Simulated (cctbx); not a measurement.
**A crystallographic session in cctbx: Zn2SbIrO6**

Library: cctbx 2025.11. The data are simulated by the first script.

## 1. Simulate the data

run.py:

```python
from cctbx import adptbx, crystal, miller, sgtbx, xray
from cctbx.array_family import flex
from iotbx.shelx import hklf
from scitbx import matrix
import scitbx.random

cs = crystal.symmetry(unit_cell=(5.294, 7.564, 5.303, 90, 92.56, 90), space_group_symbol='Hall: -P 2yb')  # P2_1/m
atoms = [  # label, site, U (iso, or U11 U22 U33 U12 U13 U23 in A^2), occupancy
    ("Ir1", (0, 0, 0.5), (0.0072, 0.0061, 0.0076, -0.0030, -0.0015, 0.0008), 1),
    ("Sb1", (0.5, 0, 0), (0.0048, 0.0071, 0.0047, 0.0000, -0.0018, 0.0004), 1),
    ("Zn1", (0.9835, 0.75, 0.9709), (0.0086, 0.0099, 0.0052, 0.0000, 0.0004, 0.0000), 1),
    ("Zn2", (0.4451, 0.75, 0.4802), (0.0067, 0.0059, 0.0074, 0.0000, 0.0010, 0.0000), 1),
    ("O1", (0.0851, 0.75, 0.5922), (0.0133, 0.0068, 0.0127, 0.0000, 0.0009, 0.0000), 1),
    ("O2", (0.4178, 0.25, 0.1296), (0.0107, 0.0126, 0.0081, 0.0000, -0.0017, 0.0000), 1),
    ("O3", (0.3222, 0.4324, 0.6739), (0.0067, 0.0057, 0.0062, 0.0008, -0.0004, 0.0008), 1),
    ("O4", (0.8157, 0.0695, 0.838), (0.0106, 0.0096, 0.0048, 0.0011, 0.0023, 0.0020), 1),
]
xs = xray.structure(crystal_symmetry=cs)
for label, site, u, occ in atoms:
    u = adptbx.u_cif_as_u_star(cs.unit_cell(), u) if isinstance(u, tuple) else u
    xs.add_scatterer(xray.scatterer(label, site=site, u=u, occupancy=occ))
xs.set_inelastic_form_factors(0.56087, "sasaki")
xs.show_summary()
p1 = xs.expand_to_p1()
ms = miller.build_set(p1, anomalous_flag=True, d_min=0.84)
flex.set_random_seed(521368)
scitbx.random.set_random_seed(521368)
ms = ms.select(flex.random_double(ms.size()) < 0.5)
i = ms.structure_factors_from_scatterers(p1, algorithm="direct").f_calc().as_intensity_array().data()
i = i / flex.sqrt(1 + 0.3 * i / flex.max(i))  # extinction
i = i * 70000 / flex.max(i)
sig = flex.sqrt(i + flex.pow2(0.02 * i) + 8 ** 2)
noise = scitbx.random.variate(scitbx.random.normal_distribution())(i.size())
data = ms.array(data=i + sig * noise, sigmas=sig).set_observation_type_xray_intensity()
with open("data.hkl", "w") as f:
    data.export_as_shelx_hklf(f)
print("reflections written:", data.size(), " <I/sigma> = %.1f" % flex.mean(data.data() / data.sigmas()))
for h, a, b in list(data.sort("data"))[:12]:
    print("%4d%4d%4d %9.1f %7.1f" % (h + (a, b)))
```

```console
$ python run.py
```

```text
Number of scatterers: 8
At special positions: 6
Unit cell: (5.294, 7.564, 5.303, 90, 92.56, 90)
Space group: P 1 21/m 1 (No. 11)
reflections written: 735  <I/sigma> = 26.8
  -1   2   1   70848.5  1424.8
   0   0  -2   69334.9  1389.9
   1  -2  -1   68812.9  1424.8
   0   0   2   68514.2  1389.9
   1   2   1   66897.8  1340.7
   0  -4   0   66075.9  1396.8
  -1  -2  -1   65012.7  1340.7
   2   0   0   64852.7  1334.7
  -2   0   0   64737.1  1334.7
   2   0  -2   63818.0  1366.5
   2   0   2   60949.6  1192.3
   1  -2  -3   56026.9  1132.1
```

It took 0.23 s on 1 thread of Arm Neoverse V2, on a shared host, peak memory 0.07 GiB.

## 2. Refinement (right model, isotropic)

run.py:

```python
import math
from cctbx import adptbx, crystal, maptbx, sgtbx, xray
from cctbx.array_family import flex
from cctbx.xray import observations
from iotbx.shelx import hklf
from scitbx.lstbx import normal_eqns_solving
from smtbx import absolute_structure, utils
from smtbx.refinement import constraints, least_squares

cs = crystal.symmetry(unit_cell=(5.294, 7.564, 5.303, 90, 92.56, 90), space_group_symbol='Hall: -P 2yb')  # P2_1/m
atoms = [  # label, site, U (iso, or U11 U22 U33 U12 U13 U23 in A^2), occupancy
    ("Ir1", (0, 0, 0.5), 0.0200, 1),
    ("Sb1", (0.5, 0, 0), 0.0200, 1),
    ("Zn1", (0.989, 0.75, 0.9732), 0.0200, 1),
    ("Zn2", (0.4511, 0.75, 0.47), 0.0200, 1),
    ("O1", (0.0691, 0.75, 0.5935), 0.0200, 1),
    ("O2", (0.4228, 0.25, 0.1417), 0.0200, 1),
    ("O3", (0.3175, 0.4351, 0.6728), 0.0200, 1),
    ("O4", (0.8108, 0.075, 0.8422), 0.0200, 1),
]
xs = xray.structure(crystal_symmetry=cs)
for label, site, u, occ in atoms:
    u = adptbx.u_cif_as_u_star(cs.unit_cell(), u) if isinstance(u, tuple) else u
    xs.add_scatterer(xray.scatterer(label, site=site, u=u, occupancy=occ))
xs.set_inelastic_form_factors(0.56087, "sasaki")
raw = hklf.reader(file_name="data.hkl").as_miller_arrays(crystal_symmetry=cs, anomalous=True)[0]
merged = raw.eliminate_sys_absent().merge_equivalents()
fo2 = merged.array().set_observation_type_xray_intensity()
print("Rint %.3f, %d unique reflections to %.2f A" % (merged.r_int(), fo2.size(), fo2.d_min()))
for sc in xs.scatterers():
    sc.flags.set_grad_site(True)
    sc.flags.set_grad_u_aniso(sc.flags.use_u_aniso())
    sc.flags.set_grad_u_iso(sc.flags.use_u_iso())
obs = fo2.as_xray_observations()
extra = {}
rep = constraints.reparametrisation(xs, [], utils.connectivity_table(xs), **extra)
ls = least_squares.crystallographic_ls(obs, rep, weighting_scheme=least_squares.mainstream_shelx_weighting(a=0, b=0))
print("cycle     R1     wR2    GooF  max shift (A)")
for cycle in range(8):
    ls.build_up()
    r1, wr2, goof = ls.r1_factor(cutoff_factor=2)[0], ls.wR2(), ls.goof()
    old = xs.sites_cart()
    normal_eqns_solving.levenberg_marquardt_iterations(ls, n_max_iterations=3, tau=1e-06, step_threshold=1e-7)
    big = flex.max((xs.sites_cart() - old).norms())
    print("%4d %7.4f %7.4f %7.3f %9.5f" % (cycle + 1, r1, wr2, goof, big))
    ls.build_up(objective_only=True)
    if abs(ls.wR2() - wr2) < 5e-5 and big < 5e-4:
        break
ls.build_up()
print("final R1 %.4f wR2 %.4f GooF %.3f  parameters %d  data/parameter %.1f" % (ls.r1_factor(cutoff_factor=2)[0], ls.wR2(), ls.goof(), ls.n_parameters, fo2.size() / ls.n_parameters))
cov = ls.covariance_matrix_and_annotations()
su = dict(zip(cov.annotations, (math.sqrt(max(v, 0)) for v in cov.matrix.matrix_packed_u_diagonal())))
a2 = cs.unit_cell().reciprocal_parameters()[0] ** -2
print("atom        x        y        z      Ueq    occ   su(xyz)  su(Uiso or U11)")
for sc in xs.scatterers():
    s = max(su.get(sc.label + k, 0) for k in (".x", ".y", ".z"))
    npd = "" if sc.is_positive_definite_u(cs.unit_cell()) else "  NPD"
    print("%-5s %8.5f %8.5f %8.5f %8.4f %6.3f %8.5f %7.4f%s" % ((sc.label,) + sc.site + (sc.u_iso_or_equiv(cs.unit_cell()), sc.occupancy, s, su.get(sc.label + ".uiso", su.get(sc.label + ".u11", 0) * a2), npd)))
fo = fo2.f_sq_as_f()
fc = fo.structure_factors_from_scatterers(xs, algorithm="direct").f_calc()
diff = fo.f_obs_minus_f_calc(1 / math.sqrt(ls.scale_factor()), fc).average_bijvoet_mates()
m = diff.fft_map(symmetry_flags=maptbx.use_space_group_symmetry, resolution_factor=0.25).apply_volume_scaling()
print("difference map: max %.2f min %.2f rms %.2f" % (m.statistics().max(), m.statistics().min(), m.statistics().sigma()))
peaks = m.peak_search(parameters=maptbx.peak_search_parameters(min_distance_sym_equiv=0.6, max_clusters=6)).all()
near = xs.closest_distances(peaks.sites(), distance_cutoff=4)
sps = cs.special_position_settings(min_distance_sym_equiv=0.5)
for k, (x, h) in enumerate(zip(peaks.sites(), peaks.heights())):
    ss = sps.site_symmetry(x)
    print("Q%-3d %7.4f %7.4f %7.4f %4d %7.2f  %.2f A from %s" % ((k + 1,) + tuple(t % 1 for t in ss.exact_site()) + (ss.multiplicity(), h, near.smallest_distances[k], xs.scatterers()[near.i_seqs[k]].label)))
```

```console
$ python run.py
```

```text
Rint 0.013, 367 unique reflections to 0.84 A
cycle     R1     wR2    GooF  max shift (A)
   1  0.1312  0.2921  12.448   0.08461
   2  0.0325  0.0896   3.821   0.00009
final R1 0.0325 wR2 0.0896 GooF 3.821  parameters 22  data/parameter 16.7
atom        x        y        z      Ueq    occ   su(xyz)  su(Uiso or U11)
Ir1    0.00000  0.00000  0.50000   0.0064  1.000  0.00000  0.0003
Sb1    0.50000  0.00000  0.00000   0.0056  1.000  0.00000  0.0004
Zn1    0.98332  0.75000  0.96975   0.0071  1.000  0.00037  0.0005
Zn2    0.44437  0.75000  0.47942   0.0070  1.000  0.00042  0.0005
O1     0.08504  0.75000  0.59568   0.0083  1.000  0.00223  0.0023
O2     0.41477  0.25000  0.12911   0.0079  1.000  0.00214  0.0024
O3     0.32125  0.43241  0.67416   0.0025  1.000  0.00142  0.0016
O4     0.81539  0.07008  0.83928   0.0057  1.000  0.00148  0.0017
difference map: max 3.35 min -3.98 rms 0.47
Q1    0.0670  0.5353  0.4428    4    3.57  0.55 A from Ir1
Q2    0.1511  0.2500  0.3444    2    1.15  1.30 A from O1
Q3    0.1810  0.2500  0.5727    2    1.12  1.63 A from O1
Q4    0.1904  0.0860  0.5365    4    1.10  0.99 A from O3
Q5    0.1586  0.6348  0.3242    4    1.09  1.01 A from O4
Q6    0.1682  0.6686  0.5170    4    1.09  0.87 A from O1
```

Time: 0.53 s.

Figures of merit this high mean that the model is still wrong or incomplete.

## 3. Refinement (right model, anisotropic)

run.py, as its changes from the last script of this kind:

```diff
@@ -12,8 +12,8 @@
-    ("Ir1", (0, 0, 0.5), 0.0200, 1),
-    ("Sb1", (0.5, 0, 0), 0.0200, 1),
-    ("Zn1", (0.989, 0.75, 0.9732), 0.0200, 1),
-    ("Zn2", (0.4511, 0.75, 0.47), 0.0200, 1),
-    ("O1", (0.0691, 0.75, 0.5935), 0.0200, 1),
-    ("O2", (0.4228, 0.25, 0.1417), 0.0200, 1),
-    ("O3", (0.3175, 0.4351, 0.6728), 0.0200, 1),
-    ("O4", (0.8108, 0.075, 0.8422), 0.0200, 1),
+    ("Ir1", (0, 0, 0.5), 0.0064, 1),
+    ("Sb1", (0.5, 0, 0), 0.0056, 1),
+    ("Zn1", (0.98332, 0.75, 0.96975), 0.0071, 1),
+    ("Zn2", (0.44437, 0.75, 0.47942), 0.0070, 1),
+    ("O1", (0.08504, 0.75, 0.59568), 0.0083, 1),
+    ("O2", (0.41477, 0.25, 0.12911), 0.0079, 1),
+    ("O3", (0.32125, 0.43241, 0.67416), 0.0030, 1),
+    ("O4", (0.81539, 0.07008, 0.83928), 0.0057, 1),
@@ -25,0 +26 @@
+xs.convert_to_anisotropic()
```

```console
$ python run.py
```

```text
Rint 0.013, 367 unique reflections to 0.84 A
cycle     R1     wR2    GooF  max shift (A)
   1  0.0325  0.0897   4.012   0.01565
   2  0.0147  0.0335   1.497   0.00002
final R1 0.0147 wR2 0.0335 GooF 1.497  parameters 54  data/parameter 6.8
atom        x        y        z      Ueq    occ   su(xyz)  su(Uiso or U11)
Ir1    0.00000  0.00000  0.50000   0.0061  1.000  0.00000  0.0002
Sb1    0.50000  0.00000  0.00000   0.0054  1.000  0.00000  0.0003
Zn1    0.98307  0.75000  0.97000   0.0078  1.000  0.00015  0.0004
Zn2    0.44391  0.75000  0.47971   0.0059  1.000  0.00017  0.0004
O1     0.08507  0.75000  0.59273   0.0085  1.000  0.00093  0.0025
O2     0.41706  0.25000  0.12995   0.0080  1.000  0.00089  0.0025
O3     0.32264  0.43252  0.67368   0.0040  1.000  0.00059  0.0017
O4     0.81609  0.06955  0.83816   0.0068  1.000  0.00062  0.0017
difference map: max 0.73 min -2.04 rms 0.29
Q1    0.2339  0.1943  0.9510    4    0.76  1.31 A from Zn1
Q2    0.2475  0.2500  0.5854    2    0.63  1.51 A from O3
Q3    0.3827  0.1327  0.1232    4    0.61  0.91 A from O2
Q4    0.4443  0.1346  0.9539    4    0.58  1.08 A from Sb1
Q5    0.2077  0.6964  0.9456    4    0.56  1.27 A from Zn1
Q6    0.2925  0.6908  0.5263    4    0.55  0.96 A from Zn2
```

Time: 0.52 s.

## 4. Refinement

run.py, as its changes from the last script of this kind:

```diff
@@ -19 +18,0 @@
-    ("O4", (0.81539, 0.07008, 0.83928), 0.0057, 1),
@@ -40 +39 @@
-for cycle in range(8):
+for cycle in range(12):
```

```console
$ python run.py
```

```text
Rint 0.013, 367 unique reflections to 0.84 A
cycle     R1     wR2    GooF  max shift (A)
   1  0.0823  0.2697  11.898   0.06842
   2  0.0748  0.2361  10.415   0.00129
   3  0.0749  0.2361  10.415   0.00006
final R1 0.0749 wR2 0.2361 GooF 10.415  parameters 45  data/parameter 8.2
atom        x        y        z      Ueq    occ   su(xyz)  su(Uiso or U11)
Ir1    0.00000  0.00000  0.50000   0.0030  1.000  0.00000  0.0014  NPD
Sb1    0.50000  0.00000  0.00000   0.0013  1.000  0.00000  0.0020  NPD
Zn1    0.98111  0.75000  0.97125   0.0043  1.000  0.00105  0.0029
Zn2    0.44658  0.75000  0.47916   0.0042  1.000  0.00120  0.0028  NPD
O1     0.08585  0.75000  0.59275  -0.0006  1.000  0.00561  0.0152  NPD
O2     0.40324  0.25000  0.12255  -0.0013  1.000  0.00574  0.0169  NPD
O3     0.31834  0.43136  0.67080  -0.0042  1.000  0.00384  0.0116  NPD
difference map: max 13.85 min -3.19 rms 1.11
Q1    0.1823  0.5719  0.1637    4   14.36  1.97 A from Zn1
Q2    0.0000  0.0000  0.5000    2    4.73  0.00 A from Ir1
Q3    0.4029  0.7500  0.4947    2    3.98  0.25 A from Zn2
Q4    0.4766  0.2500  0.1647    2    2.29  0.44 A from O2
Q5    0.0597  0.7500  0.9402    2    2.21  0.45 A from Zn1
Q6    0.2915  0.6581  0.0017    4    2.14  1.63 A from Sb1
```

Time: 0.65 s.

This run holds a fault made on purpose: atom left out: O4.

## 5. Refinement

run.py, as its changes from the last script of this kind:

```diff
@@ -18,0 +19 @@
+    ("O4", (0.81539, 0.07008, 0.83928), 0.0057, 1),
@@ -24 +25 @@
-xs.set_inelastic_form_factors(0.56087, "sasaki")
+# no anomalous dispersion
```

```console
$ python run.py
```

```text
Rint 0.013, 367 unique reflections to 0.84 A
cycle     R1     wR2    GooF  max shift (A)
   1  0.0407  0.1098   4.913   0.01788
   2  0.0174  0.0413   1.847   0.00003
final R1 0.0174 wR2 0.0413 GooF 1.847  parameters 54  data/parameter 6.8
atom        x        y        z      Ueq    occ   su(xyz)  su(Uiso or U11)
Ir1    0.00000  0.00000  0.50000   0.0066  1.000  0.00000  0.0002
Sb1    0.50000  0.00000  0.00000   0.0079  1.000  0.00000  0.0004
Zn1    0.98290  0.75000  0.96990   0.0064  1.000  0.00019  0.0005
Zn2    0.44399  0.75000  0.47969   0.0044  1.000  0.00020  0.0004
O1     0.08540  0.75000  0.59234   0.0093  1.000  0.00116  0.0031
O2     0.41782  0.25000  0.12980   0.0088  1.000  0.00113  0.0032
O3     0.32242  0.43232  0.67386   0.0034  1.000  0.00072  0.0020  NPD
O4     0.81565  0.06948  0.83763   0.0066  1.000  0.00074  0.0020
difference map: max 0.76 min -2.27 rms 0.32
Q1    0.2416  0.1946  0.9477    4    0.78  1.35 A from Zn1
Q2    0.3917  0.1318  0.1229    4    0.75  0.91 A from O2
Q3    0.4548  0.1403  0.9462    4    0.69  1.12 A from Sb1
Q4    0.1846  0.6225  0.3354    4    0.67  1.00 A from O4
Q5    0.4557  0.5635  0.1954    4    0.64  1.18 A from Sb1
Q6    0.2655  0.2500  0.5624    2    0.61  1.53 A from O3
```

Time: 0.53 s.

This run holds a fault made on purpose: anomalous dispersion left out.

## 6. Refinement

run.py, as its changes from the last script of this kind:

```diff
@@ -15 +15 @@
-    ("Zn2", (0.44437, 0.75, 0.47942), 0.0070, 1),
+    ("Ni1", (0.44437, 0.75, 0.47942), 0.0070, 1),
@@ -25 +25 @@
-# no anomalous dispersion
+xs.set_inelastic_form_factors(0.56087, "sasaki")
```

```console
$ python run.py
```

```text
Rint 0.013, 367 unique reflections to 0.84 A
cycle     R1     wR2    GooF  max shift (A)
   1  0.0438  0.1261   5.644   0.01371
   2  0.0184  0.0481   2.152   0.00002
final R1 0.0184 wR2 0.0481 GooF 2.152  parameters 54  data/parameter 6.8
atom        x        y        z      Ueq    occ   su(xyz)  su(Uiso or U11)
Ir1    0.00000  0.00000  0.50000   0.0064  1.000  0.00000  0.0003
Sb1    0.50000  0.00000  0.00000   0.0057  1.000  0.00000  0.0004
Zn1    0.98306  0.75000  0.96969   0.0086  1.000  0.00022  0.0006
Ni1    0.44370  0.75000  0.47956   0.0000  1.000  0.00024  0.0005  NPD
O1     0.08643  0.75000  0.59441   0.0084  1.000  0.00132  0.0035
O2     0.41691  0.25000  0.12944   0.0081  1.000  0.00129  0.0036
O3     0.32307  0.43221  0.67338   0.0038  1.000  0.00084  0.0023
O4     0.81689  0.06908  0.83780   0.0068  1.000  0.00088  0.0024
difference map: max 0.86 min -1.94 rms 0.29
Q1    0.3365  0.7081  0.4836    4    0.90  0.65 A from Ni1
Q2    0.4794  0.7053  0.5056    4    0.88  0.41 A from Ni1
Q3    0.2395  0.2030  0.9531    4    0.78  1.31 A from Zn1
Q4    0.4462  0.1406  0.9486    4    0.70  1.13 A from Sb1
Q5    0.2615  0.2500  0.5747    2    0.69  1.50 A from O3
Q6    0.3829  0.1340  0.1238    4    0.66  0.90 A from O2
```

Run time: 0.51 s on 1 thread of Arm Neoverse V2 (shared host), peak memory 0.09 GiB.

This run holds a fault made on purpose: wrong element: Ni1 is Zn.

[Logs are printed without paths, hosts, clocks, repeated set-up lines and the standing remarks that a program may print on its own settings, such as how far it seeks lower states.]
